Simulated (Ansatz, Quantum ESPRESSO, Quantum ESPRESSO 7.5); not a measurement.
## The work function of Ti(0001), 6 layers, level by level

How much energy does it take to lift an electron out of Ti(0001), 6 layers, and how far do the settings matter?

Program: Quantum ESPRESSO 7.5. Level of theory: plane-wave DFT, PBE, GBRV ultrasoft pseudopotentials (cross-check by Ansatz 0.2.0 with PAW datasets). Results are calculated unless marked as measured.

Experimental background.

For Ti (polycrystalline sample, no single face), “Anisotropic work function of elemental crystals” (2019, arxiv:1902.07811) quotes earlier work: work function, loosely compared (polycrystalline sample, no single face) 4.33 eV.

Report form: the programs' logs are mostly left out.

### Step 1. The structure

The cell holds 6 atoms: 6 Ti. Its edges and angles: a = 2.950 Å, b = 2.950 Å, c = 27.712 Å, α = 90.0°, β = 90.0°, γ = 60.0°. It derives from Ti. Vacuum lies along c.

### Step 2. Relaxation with pw.x

The free layers are relaxed; atoms flagged 0 0 0 stay at their bulk places.

The input, relax.in:

```
&control
  prefix = 'relax'
  outdir = './out'
  pseudo_dir = './pseudo'
  nstep = 40
  forc_conv_thr = 0.001
  calculation = 'relax'
/
&system
  ibrav = 0
  nat = 6
  ntyp = 1
  ecutwfc = 40
  ecutrho = 200
  occupations = 'smearing'
  smearing = 'mv'
  degauss = 0.02
/
&electrons
  conv_thr = 1e-07
  mixing_beta = 0.4
  electron_maxstep = 120
  mixing_mode = 'local-TF'
/
&ions
/
ATOMIC_SPECIES
  Ti  47.8670  ti_pbe_v1.4.uspp.F.UPF
CELL_PARAMETERS angstrom
  2.95000000000000 0.00000000000000 0.00000000000000
  1.47500000000000 2.55477494116409 0.00000000000000
  0.00000000000000 0.00000000000000 27.71150000000000
ATOMIC_POSITIONS crystal
  Ti  0.666666666700 0.666666666700 0.288688811504
  Ti  0.000000000000 0.000000000000 0.373213286903
  Ti  0.666666666700 0.666666666700 0.457737762301 0 0 0
  Ti  0.000000000000 0.000000000000 0.542262237699 0 0 0
  Ti  0.666666666700 0.666666666700 0.626786713097
  Ti  0.000000000000 0.000000000000 0.711311188496
K_POINTS automatic
  12 12 1 0 0 0
```

Launch:

```console
$ OMP_NUM_THREADS=1 mpirun -n 4 pw.x -nk 4 -in relax.in > relax.out
```

It took 13 min on 4 MPI ranks of Arm Neoverse V1, shared host; peak memory 0.62 GiB; 50 min of CPU time.

Relaxation path:

```csv
step,energy less that of the first step (eV),largest force (eV/Å)
1,0.0000,0.5860
2,-0.0263,0.5388
3,-0.0517,0.4775
4,-0.0824,0.3694
5,-0.1094,0.1795
6,-0.1136,0.0940
7,-0.1141,0.0638
8,-0.1147,0.0698
9,-0.1156,0.0787
10,-0.1169,0.0808
11,-0.1186,0.0711
12,-0.1199,0.0380
13,-0.1202,0.0214
```

The atoms that moved most (Å):

```csv
atom,dx,dy,dz,length
Ti6,0.000,0.000,-0.145,0.145
Ti1,0.000,0.000,0.145,0.145
Ti2,0.000,0.000,-0.032,0.032
Ti5,0.000,0.000,0.032,0.032
```

Final coordinates:

```cif
data_structure
_symmetry_space_group_name_H-M 'P 1'
_symmetry_Int_Tables_number 1
_cell_length_a 2.9500
_cell_length_b 2.9500
_cell_length_c 27.7115
_cell_angle_alpha 90.000
_cell_angle_beta 90.000
_cell_angle_gamma 60.000
_cell_volume 208.85
loop_
_atom_site_label
_atom_site_type_symbol
_atom_site_fract_x
_atom_site_fract_y
_atom_site_fract_z
_atom_site_occupancy
Ti1 Ti 0.66667 0.66667 0.29391 1
Ti2 Ti 0.00000 0.00000 0.37207 1
Ti3 Ti 0.66667 0.66667 0.45774 1
Ti4 Ti 0.00000 0.00000 0.54226 1
Ti5 Ti 0.66667 0.66667 0.62793 1
Ti6 Ti 0.00000 0.00000 0.70609 1
```

The relaxation lowers the energy by 20 meV an atom. On the free atoms the largest force ends at 0.021 eV/Å.

Read from the output:

| Property | Result |
| --- | --- |
| free energy | -9733.0846 eV |
| Fermi energy | 4.603 eV |

The program's own clock; routines nest. Time by routine:

```csv
routine,wall time (s),calls
PWSCF,755.9,1
electrons,746,13
c_bands,550.7,211
cegterg,479.4,1056
h_psi,338.9,5665
fftw,303,272781
vloc_psi,273.4,5665
sum_band,87.37,211
mix_rho,75.53,211
ffts,49.98,24781
calbec,46.75,6980
add_vuspsi,32.7,5665
s_psi,32.22,5665
h_psi:calbec,31.83,5665
```

### Step 3. Self-consistent run

The work function is the vacuum level less the Fermi level, so the run needs a vacuum wide enough for a flat potential.

The input, scf.in:

```
&control
  prefix = 'scf'
  outdir = './out'
  pseudo_dir = './pseudo'
  calculation = 'scf'
  tprnfor = .true.
/
&system
  ibrav = 0
  nat = 6
  ntyp = 1
  ecutwfc = 40
  ecutrho = 200
  occupations = 'smearing'
  smearing = 'mv'
  degauss = 0.02
/
&electrons
  conv_thr = 1e-07
  mixing_beta = 0.4
  electron_maxstep = 120
  mixing_mode = 'local-TF'
/
ATOMIC_SPECIES
  Ti  47.8670  ti_pbe_v1.4.uspp.F.UPF
CELL_PARAMETERS angstrom
  2.95000000000000 0.00000000000000 0.00000000000000
  1.47500000000000 2.55477494116409 0.00000000000000
  0.00000000000000 0.00000000000000 27.71150000000000
ATOMIC_POSITIONS crystal
  Ti  0.666666666700 0.666666666700 0.293910159200
  Ti  0.000000000000 0.000000000000 0.372071779300
  Ti  0.666666666700 0.666666666700 0.457737762300
  Ti  0.000000000000 0.000000000000 0.542262237700
  Ti  0.666666666700 0.666666666700 0.627928220700
  Ti  0.000000000000 0.000000000000 0.706089840800
K_POINTS automatic
  12 12 1 0 0 0
```

Launch:

```console
$ OMP_NUM_THREADS=1 mpirun -n 4 pw.x -nk 4 -in scf.in > scf.out
```

Run time: 63 s. Hardware: 4 MPI ranks; peak memory 0.5 GiB; 4.2 min of CPU time.

Numbers from this step:

| Item | Value |
| --- | --- |
| Fermi energy | 4.604 eV |

The program's own clock; routines nest. Time by routine:

```csv
routine,wall time (s),calls
PWSCF,62.8,1
electrons,60.64,1
c_bands,44.95,17
cegterg,40.13,85
h_psi,28.85,530
fftw,25.51,22957
vloc_psi,23.21,530
sum_band,6.99,17
mix_rho,6.15,17
ffts,4.04,2003
calbec,3.93,635
add_vuspsi,2.81,530
s_psi,2.77,530
h_psi:calbec,2.74,530
```

The run needed 17 iterations to bring the estimated error under 1e-07 Ry; the largest force on any atom, held or free, is 0.19 eV/Å.

### Step 4. Electrostatic potential

plot_num = 11 writes the bare and Hartree potential. It leaves out exchange and correlation, which fade slowly, so it flattens close to the surface.

The input, pot.in:

```
&inputpp
  prefix = 'scf'
  outdir = './out'
  filplot = 'pot.dat'
  plot_num = 11
/
```

Launch:

```console
$ OMP_NUM_THREADS=1 mpirun -n 4 pp.x -in pot.in > pot.out
```

The job ended after 1 s (4 MPI ranks; peak memory 0.09 GiB; 3.7 s of CPU time).

Read from the output:

- work function of the upper face: 4.412 eV
- slope of the potential above: 0.001296 eV/Å
- upper vacuum line continued to the top atoms, over the Fermi level: 4.405 eV
- work function of the lower face: 4.412 eV
- slope of the potential below: -9.62e-4 eV/Å
- lower vacuum line continued to the bottom atoms, over the Fermi level: 4.407 eV

The potential energy, planar mean oscillates, so the rows of the table below give means over windows of 2.31 Å about each position, cut where the curve ends. Its maxima inside the range that stand out by 2 % of the span (Å: eV): 9.2: -1.36, 11.5: -0.267, 13.9: -0.415, 16.2: -0.267, 18.5: -1.36. Its minima: 8.1: -19.4, 10.3: -19.3, 12.7: -19.3, 15.0: -19.3, 17.4: -19.3, 19.6: -19.4.

Electrostatic potential energy of an electron; zero at the Fermi level. Potential energy, planar mean against z; means over each step:

```csv
z (Å),"potential energy, planar mean (eV)"
1.16,4.41
3.46,4.41
5.77,3.70
8.08,-9.00
10.39,-8.85
12.70,-8.81
15.01,-8.81
17.32,-8.85
19.63,-8.99
21.94,3.71
24.25,4.41
26.56,4.41
```

Electrostatic potential energy in the ca plane at fractional y = 0.000, with atoms of Ti within 0.2 Å of it. With pseudopotentials it is smooth inside the atoms' cores, unlike the true potential.

Values in eV, 5 rows by 16 columns, each cell a mean:
```
 -1 -36 -43  -1   0  -4 -53 -25   0   0 -22 -55  -4   4   4   4
 -4  -6  -7  -2  -8  -1  -9  -4  -4  -6  -4 -10   1   4   4   4
 -7  -1  -1  -3 -13  -1  -1   0  -6 -10  -1  -2   2   4   4   4
 -3 -14 -17  -1  -4  -2 -21  -9  -2  -4  -8 -22  -1   4   4   4
  0 -45 -53  -1   1  -5 -64 -32   1   1 -29 -66  -6   3   4   4
```
Columns run along c (16.0 Å, from fractional 0.31 to 0.89 of the cell; values clipped at the 3rd and 97th percentile), rows up along a (3.0 Å). Atoms in or near the plane, at fractional coordinates: Ti at (0.37, 0.00), Ti at (0.54, 0.00), Ti at (0.71, 0.00).

The vacuum is flat to 1.3 meV/Å, so its level is well defined. Inside the slab the curve depends on the local part of the pseudopotentials; only the vacuum level has a meaning of its own.

### Step 5. Macroscopic average

average.x takes the planar mean and smooths it over a window of one repeat.

The input, avg.in:

```
1
pot.dat
1.0
473
3
4.4263055017
```

Launch:

```console
$ OMP_NUM_THREADS=1 average.x < avg.in > avg.out
```

Wall time 0.53 s (1 MPI rank); peak memory 0.1 GiB.

Numbers from this step:

| Property | Result |
| --- | --- |
| average.x's running mean inside the slab, on the run's own zero | -4.029 eV |
| mean potential by an exact Fourier window inside the slab, on the run's own zero | -4.032 eV |

The potential energy (planar mean) oscillates, so the rows of the table below give means over windows of 2.31 Å about each position, cut where the curve ends. Its maxima inside the range that stand out by 2 % of the span (Å: eV): 9.2: -1.37, 11.5: -0.233, 13.9: -0.430, 16.2: -0.233, 18.5: -1.37. Its minima: 8.1: -19.4, 10.3: -19.3, 12.7: -19.3, 15.0: -19.3, 17.4: -19.3, 19.6: -19.6.

Electrostatic potential energy of an electron; zero at the Fermi level; window 2.3423 Å. The potential energy by z; means over each step:

```csv
z (Å),planar mean (eV),running mean (eV)
1.16,4.41,4.41
3.46,4.41,4.40
5.77,3.70,2.88
8.08,-9.00,-8.21
10.39,-8.85,-8.98
12.70,-8.81,-8.64
15.01,-8.81,-8.64
17.32,-8.85,-8.99
19.63,-8.99,-8.19
21.94,3.71,2.90
24.25,4.41,4.40
26.56,4.41,4.41
```

Where the running mean is not flat inside, average.x's window, rounded to the grid, doesn't match the spacings there.

### Step 6. Density by pp.x

plot_num = 0 writes the valence density.

The input, rho.in:

```
&inputpp
  prefix = 'scf'
  outdir = './out'
  filplot = 'rho.dat'
  plot_num = 0
/
```

Launch:

```console
$ OMP_NUM_THREADS=1 mpirun -n 4 pp.x -in rho.in > rho.out
```

Elapsed: 0.85 s, on 4 MPI ranks; peak memory 0.1 GiB.

Numbers from this step:

| Item | Value |
| --- | --- |
| electrons by integration | 72.00 e |

The valence density, planar mean oscillates, so the rows of the table below give means over windows of 1 Å about each position, cut where the curve ends. Its maxima inside the range that stand out by 2 % of the span (Å: e/Å³): 8.2: 1.41, 10.3: 1.40, 12.7: 1.41, 15.0: 1.41, 17.4: 1.40, 19.5: 1.41. Its minima: 9.2: 0.227, 11.5: 0.183, 13.9: 0.187, 16.2: 0.183, 18.5: 0.227.

Mean over planes. The valence density, planar mean by z; means over each step:

```csv
z (Å),"valence density, planar mean (e/Å³)"
3,2.4e-5
4,2.1e-4
5,0.00183
6,0.0144
7,0.113
8,1.13
9,0.401
10,0.993
11,0.532
12,0.539
13,0.979
14,0.264
15,1.18
16,0.282
17,0.878
18,0.662
19,0.702
20,0.821
21,0.0559
22,0.00809
23,9.8e-4
24,1.1e-4
```

Valence density in the ca plane at fractional y = 0.000, with atoms of Ti within 0.2 Å of it. It is the smooth field of the valence electrons, not physical close to the nuclei.

Values in e/Å³, 5 rows by 16 columns, each cell a mean:
```
0.2 2.9 3.5 0.2 0.2 0.3 4.6 1.8 0.2 0.2 1.6 4.8 0.2 0.0 0.0 0.0
0.3 0.4 0.4 0.2 0.3 0.2 0.5 0.3 0.2 0.3 0.3 0.5 0.1 0.0 0.0 0.0
0.3 0.2 0.2 0.2 0.5 0.2 0.2 0.2 0.3 0.4 0.2 0.2 0.1 0.0 0.0 0.0
0.3 0.8 1.0 0.2 0.3 0.2 1.3 0.5 0.2 0.3 0.5 1.3 0.1 0.0 0.0 0.0
0.2 3.7 4.1 0.2 0.2 0.3 5.1 2.6 0.2 0.2 2.3 5.4 0.3 0.0 0.0 0.0
```
Columns run along c (16.0 Å, from fractional 0.31 to 0.89 of the cell), rows up along a (3.0 Å). Atoms in or near the plane, at fractional coordinates: Ti at (0.37, 0.00), Ti at (0.54, 0.00), Ti at (0.71, 0.00).

The density integrates to 72.000 electrons, as the 72 of the input ask.

### Step 7. Projected density of states

projwfc.x splits the states by atom and orbital; the spilling says how much the atomic basis misses.

The input, pdos.in:

```
&projwfc
  prefix = 'scf'
  outdir = './out'
  filpdos = 'pdos'
  Emin = -3.396
  Emax = 8.604
  DeltaE = 0.1
  ngauss = 0
  degauss = 0.01
/
```

Launch:

```console
$ OMP_NUM_THREADS=1 mpirun -n 4 projwfc.x -in pdos.in > pdos.out
```

Run time: 1.4 s. Hardware: 4 MPI ranks; peak memory 0.11 GiB; 5.4 s of CPU time.

This step gave:

| Item | Value |
| --- | --- |
| spilling of the projection | 0.0277 |

Projected DOS an atom over height of the atomic layer and energy from the Fermi level. Columns are the atomic layers from the bottom up.

Ten even steps from '0' (0.00 states/eV) to '9' (2.08 states/eV), each cell a mean:
```
969969
945549
645546
768867
564465
455554
564465
344443
222222
111111
111111
001100
000000
000000
000000
000000
000000
000000
000000
000000
000000
000000
```
Columns: height of the atomic layer (Å) from 8.14 to 19.6; rows upwards: energy from the Fermi level (eV) from -8.00 to 0.500.

The atomic orbitals miss 2.8 % of the occupied states, so charges and projections are rough.

### Step 8. Ground state: open boundaries by the effective screening medium

The effective screening medium with bc1 puts vacuum on both sides and removes the images along the normal. The slab must sit about z = 0, symmetry is kept, and the .esm1 file holds the planar potential.

The input, esm.in:

```
&control
  prefix = 'esm'
  outdir = './out'
  pseudo_dir = './pseudo'
  calculation = 'scf'
  tprnfor = .true.
/
&system
  ibrav = 0
  nat = 6
  ntyp = 1
  ecutwfc = 40
  ecutrho = 200
  occupations = 'smearing'
  smearing = 'mv'
  degauss = 0.02
  assume_isolated = 'esm'
  esm_bc = 'bc1'
/
&electrons
  conv_thr = 1e-07
  mixing_beta = 0.4
  electron_maxstep = 120
  mixing_mode = 'local-TF'
/
ATOMIC_SPECIES
  Ti  47.8670  ti_pbe_v1.4.uspp.F.UPF
CELL_PARAMETERS angstrom
  2.95000000000000 0.00000000000000 0.00000000000000
  1.47500000000000 2.55477494116409 0.00000000000000
  0.00000000000000 0.00000000000000 27.71150000000000
ATOMIC_POSITIONS crystal
  Ti  0.666666666700 0.666666666700 -0.206089840800
  Ti  0.000000000000 0.000000000000 -0.127928220700
  Ti  0.666666666700 0.666666666700 -0.042262237700
  Ti  0.000000000000 0.000000000000 0.042262237700
  Ti  0.666666666700 0.666666666700 0.127928220700
  Ti  0.000000000000 0.000000000000 0.206089840800
K_POINTS automatic
  12 12 1 0 0 0
```

Launch:

```console
$ OMP_NUM_THREADS=1 mpirun -n 4 pw.x -nk 4 -in esm.in > esm.out
```

The job ended after 1.7 min (4 MPI ranks; peak memory 0.6 GiB; 7 min of CPU time).

This step gave:

- free energy: -9733.0848 eV
- Fermi energy: -4.410 eV
- vacuum line at the lower end of the cell, over the Fermi level: 4.410 eV
- vacuum line at the upper end of the cell, over the Fermi level: 4.410 eV

The potential energy, planar mean oscillates, so the rows of the table below give means over windows of 2.31 Å about each position, cut where the curve ends. Its maxima inside the range that stand out by 2 % of the span (Å: eV): -4.6: -1.36, -2.3: -0.274, 0.0: -0.422, 2.3: -0.274, 4.6: -1.36. Its minima: -5.8: -19.4, -3.6: -19.3, -1.1: -19.3, 1.1: -19.3, 3.6: -19.3, 5.8: -19.4.

Electrostatic potential energy of an electron; zero at the Fermi level. The potential energy, planar mean by z; means over each step:

```csv
z (Å),"potential energy, planar mean (eV)"
-12.71,4.41
-10.39,4.41
-8.08,3.70
-5.77,-9.00
-3.46,-8.86
-1.15,-8.82
1.16,-8.82
3.47,-8.86
5.78,-9.00
8.09,3.70
10.40,4.41
12.71,4.41
```

The vacuum levels are read from the outermost 0.7 Å of the cell on either side.

The run needed 22 iterations to bring the estimated error under 1e-07 Ry; the largest force on any atom, held or free, is 0.19 eV/Å.

The upper level is 4.410 eV against 4.412 eV from the periodic run.

### Step 9. Ground state: RPBE, GBRV ultrasoft

Next, another level on the same atoms.

Level of this step: plane-wave DFT, RPBE, GBRV ultrasoft pseudopotentials made under PBE (Quantum ESPRESSO 7.5). input_dft overrides the functional of the files.

The input, gbrv-rpbe.in:

```
&control
  prefix = 'gbrv-rpbe'
  outdir = './out'
  pseudo_dir = './pseudo'
  calculation = 'scf'
  tprnfor = .true.
/
&system
  ibrav = 0
  nat = 6
  ntyp = 1
  ecutwfc = 40
  ecutrho = 200
  input_dft = 'rpbe'
  occupations = 'smearing'
  smearing = 'mv'
  degauss = 0.02
/
&electrons
  conv_thr = 1e-07
  mixing_beta = 0.4
  electron_maxstep = 120
  mixing_mode = 'local-TF'
/
ATOMIC_SPECIES
  Ti  47.8670  ti_pbe_v1.4.uspp.F.UPF
CELL_PARAMETERS angstrom
  2.95000000000000 0.00000000000000 0.00000000000000
  1.47500000000000 2.55477494116409 0.00000000000000
  0.00000000000000 0.00000000000000 27.71150000000000
ATOMIC_POSITIONS crystal
  Ti  0.666666666700 0.666666666700 0.293910159200
  Ti  0.000000000000 0.000000000000 0.372071779300
  Ti  0.666666666700 0.666666666700 0.457737762300
  Ti  0.000000000000 0.000000000000 0.542262237700
  Ti  0.666666666700 0.666666666700 0.627928220700
  Ti  0.000000000000 0.000000000000 0.706089840800
K_POINTS automatic
  12 12 1 0 0 0
```

Launch:

```console
$ OMP_NUM_THREADS=1 mpirun -n 4 pw.x -nk 4 -in gbrv-rpbe.in > gbrv-rpbe.out
```

Wall time 64 s (4 MPI ranks); peak memory 0.62 GiB.

Read from the output:

| Property | Result |
| --- | --- |
| free energy | -9737.0132 eV |
| Fermi energy | 4.701 eV |

### Step 10. Electrostatic potential

The input, gbrv-rpbe.pot.in:

```
&inputpp
  prefix = 'gbrv-rpbe'
  outdir = './out'
  filplot = 'gbrv-rpbe.pot.dat'
  plot_num = 11
/
```

Launch:

```console
$ OMP_NUM_THREADS=1 mpirun -n 4 pp.x -in gbrv-rpbe.pot.in > gbrv-rpbe.pot.out
```

Elapsed: 0.85 s, on 4 MPI ranks; peak memory 0.11 GiB; 3.1 s of CPU time.

Numbers from this step:

```
work function of the upper face                                       : 4.313 eV
slope of the potential above                                          : 0.001451 eV/Å
upper vacuum line continued to the top atoms, over the Fermi level    : 4.306 eV
work function of the lower face                                       : 4.314 eV
slope of the potential below                                          : -0.001080 eV/Å
lower vacuum line continued to the bottom atoms, over the Fermi level : 4.308 eV
```

The upper face goes from 4.412 eV (PBE, GBRV) to 4.313 eV, a change of -0.099 eV.

### Step 11. SCF with pw.x: PBEsol, PseudoDojo norm-conserving

Level of this step: plane-wave DFT, PBEsol, PseudoDojo norm-conserving pseudopotentials (Quantum ESPRESSO 7.5).

dojo-pbesol.in is the input of step 9 with these lines changed:

```diff
@@ -1,3 +1,3 @@
 &control
-  prefix = 'gbrv-rpbe'
+  prefix = 'dojo-pbesol'
   outdir = './out'
@@ -11,5 +11,4 @@
   ntyp = 1
-  ecutwfc = 40
-  ecutrho = 200
-  input_dft = 'rpbe'
+  ecutwfc = 76
+  ecutrho = 304
   occupations = 'smearing'
@@ -25,3 +24,3 @@
 ATOMIC_SPECIES
-  Ti  47.8670  ti_pbe_v1.4.uspp.F.UPF
+  Ti  47.8670  Ti.dojo-sr-pbesol-0.4.1-standard.upf
 CELL_PARAMETERS angstrom
```

Launch:

```console
$ OMP_NUM_THREADS=1 mpirun -n 4 pw.x -nk 4 -in dojo-pbesol.in > dojo-pbesol.out
```

Elapsed: 3.4 min, on 4 MPI ranks; peak memory 0.89 GiB; 13 min of CPU time.

This step gave:

* free energy: -9679.8497 eV
* Fermi energy: 4.520 eV

### Step 12. Potential by pp.x

The input, dojo-pbesol.pot.in:

```
&inputpp
  prefix = 'dojo-pbesol'
  outdir = './out'
  filplot = 'dojo-pbesol.pot.dat'
  plot_num = 11
/
```

Launch:

```console
$ OMP_NUM_THREADS=1 mpirun -n 4 pp.x -in dojo-pbesol.pot.in > dojo-pbesol.pot.out
```

Wall time 0.88 s (4 MPI ranks); peak memory 0.11 GiB; 3.2 s of CPU time.

This step gave:

```
work function of the upper face                                       : 4.450 eV
slope of the potential above                                          : 8.17e-4 eV/Å
upper vacuum line continued to the top atoms, over the Fermi level    : 4.446 eV
work function of the lower face                                       : 4.450 eV
slope of the potential below                                          : -5.65e-4 eV/Å
lower vacuum line continued to the bottom atoms, over the Fermi level : 4.447 eV
```

The upper face goes from 4.412 eV (PBE, GBRV) to 4.450 eV, a change of +0.038 eV.

### Step 13. Self-consistent run: LDA, GBRV ultrasoft

Level of this step: plane-wave DFT, LDA, GBRV ultrasoft pseudopotentials (Quantum ESPRESSO 7.5).

gbrv-lda.in is the input of step 11 with these lines changed:

```diff
@@ -1,3 +1,3 @@
 &control
-  prefix = 'dojo-pbesol'
+  prefix = 'gbrv-lda'
   outdir = './out'
@@ -11,4 +11,4 @@
   ntyp = 1
-  ecutwfc = 76
-  ecutrho = 304
+  ecutwfc = 40
+  ecutrho = 200
   occupations = 'smearing'
@@ -24,3 +24,3 @@
 ATOMIC_SPECIES
-  Ti  47.8670  Ti.dojo-sr-pbesol-0.4.1-standard.upf
+  Ti  47.8670  ti_lda_v1.4.uspp.F.UPF
 CELL_PARAMETERS angstrom
```

Launch:

```console
$ OMP_NUM_THREADS=1 mpirun -n 4 pw.x -nk 4 -in gbrv-lda.in > gbrv-lda.out
```

Wall time 70 s (4 MPI ranks); peak memory 0.62 GiB.

This step gave:

```
free energy  : -9731.7452 eV
Fermi energy : 4.361 eV
```

### Step 14. Potential by pp.x

The input, gbrv-lda.pot.in:

```
&inputpp
  prefix = 'gbrv-lda'
  outdir = './out'
  filplot = 'gbrv-lda.pot.dat'
  plot_num = 11
/
```

Launch:

```console
$ OMP_NUM_THREADS=1 mpirun -n 4 pp.x -in gbrv-lda.pot.in > gbrv-lda.pot.out
```

The job ended after 0.83 s (4 MPI ranks; peak memory 0.12 GiB; 3 s of CPU time).

Read from the output:

| Quantity | Value |
| --- | --- |
| work function of the upper face | 4.568 eV |
| slope of the potential above | 9.54e-4 eV/Å |
| upper vacuum line continued to the top atoms, over the Fermi level | 4.563 eV |
| work function of the lower face | 4.568 eV |
| slope of the potential below | -7.05e-4 eV/Å |
| lower vacuum line continued to the bottom atoms, over the Fermi level | 4.564 eV |

The upper face goes from 4.412 eV (PBE, GBRV) to 4.568 eV, a change of +0.156 eV.

(Part 1 of 2 ends here.)

[Logs are printed without paths, hosts, clocks, repeated set-up lines and the standing remarks that a program may print on its own settings, such as how far it seeks lower states.]

[Hosts, paths, dates, database ids (printed as entryN), source tags and the programs' standing remarks are cut or masked in the printed files.]

[Maps of the electrostatic potential energy from Ansatz leave out the sawtooth potential of an applied field or a dipole correction, so their vacuum need not be flat; planar profiles and work functions include it.]
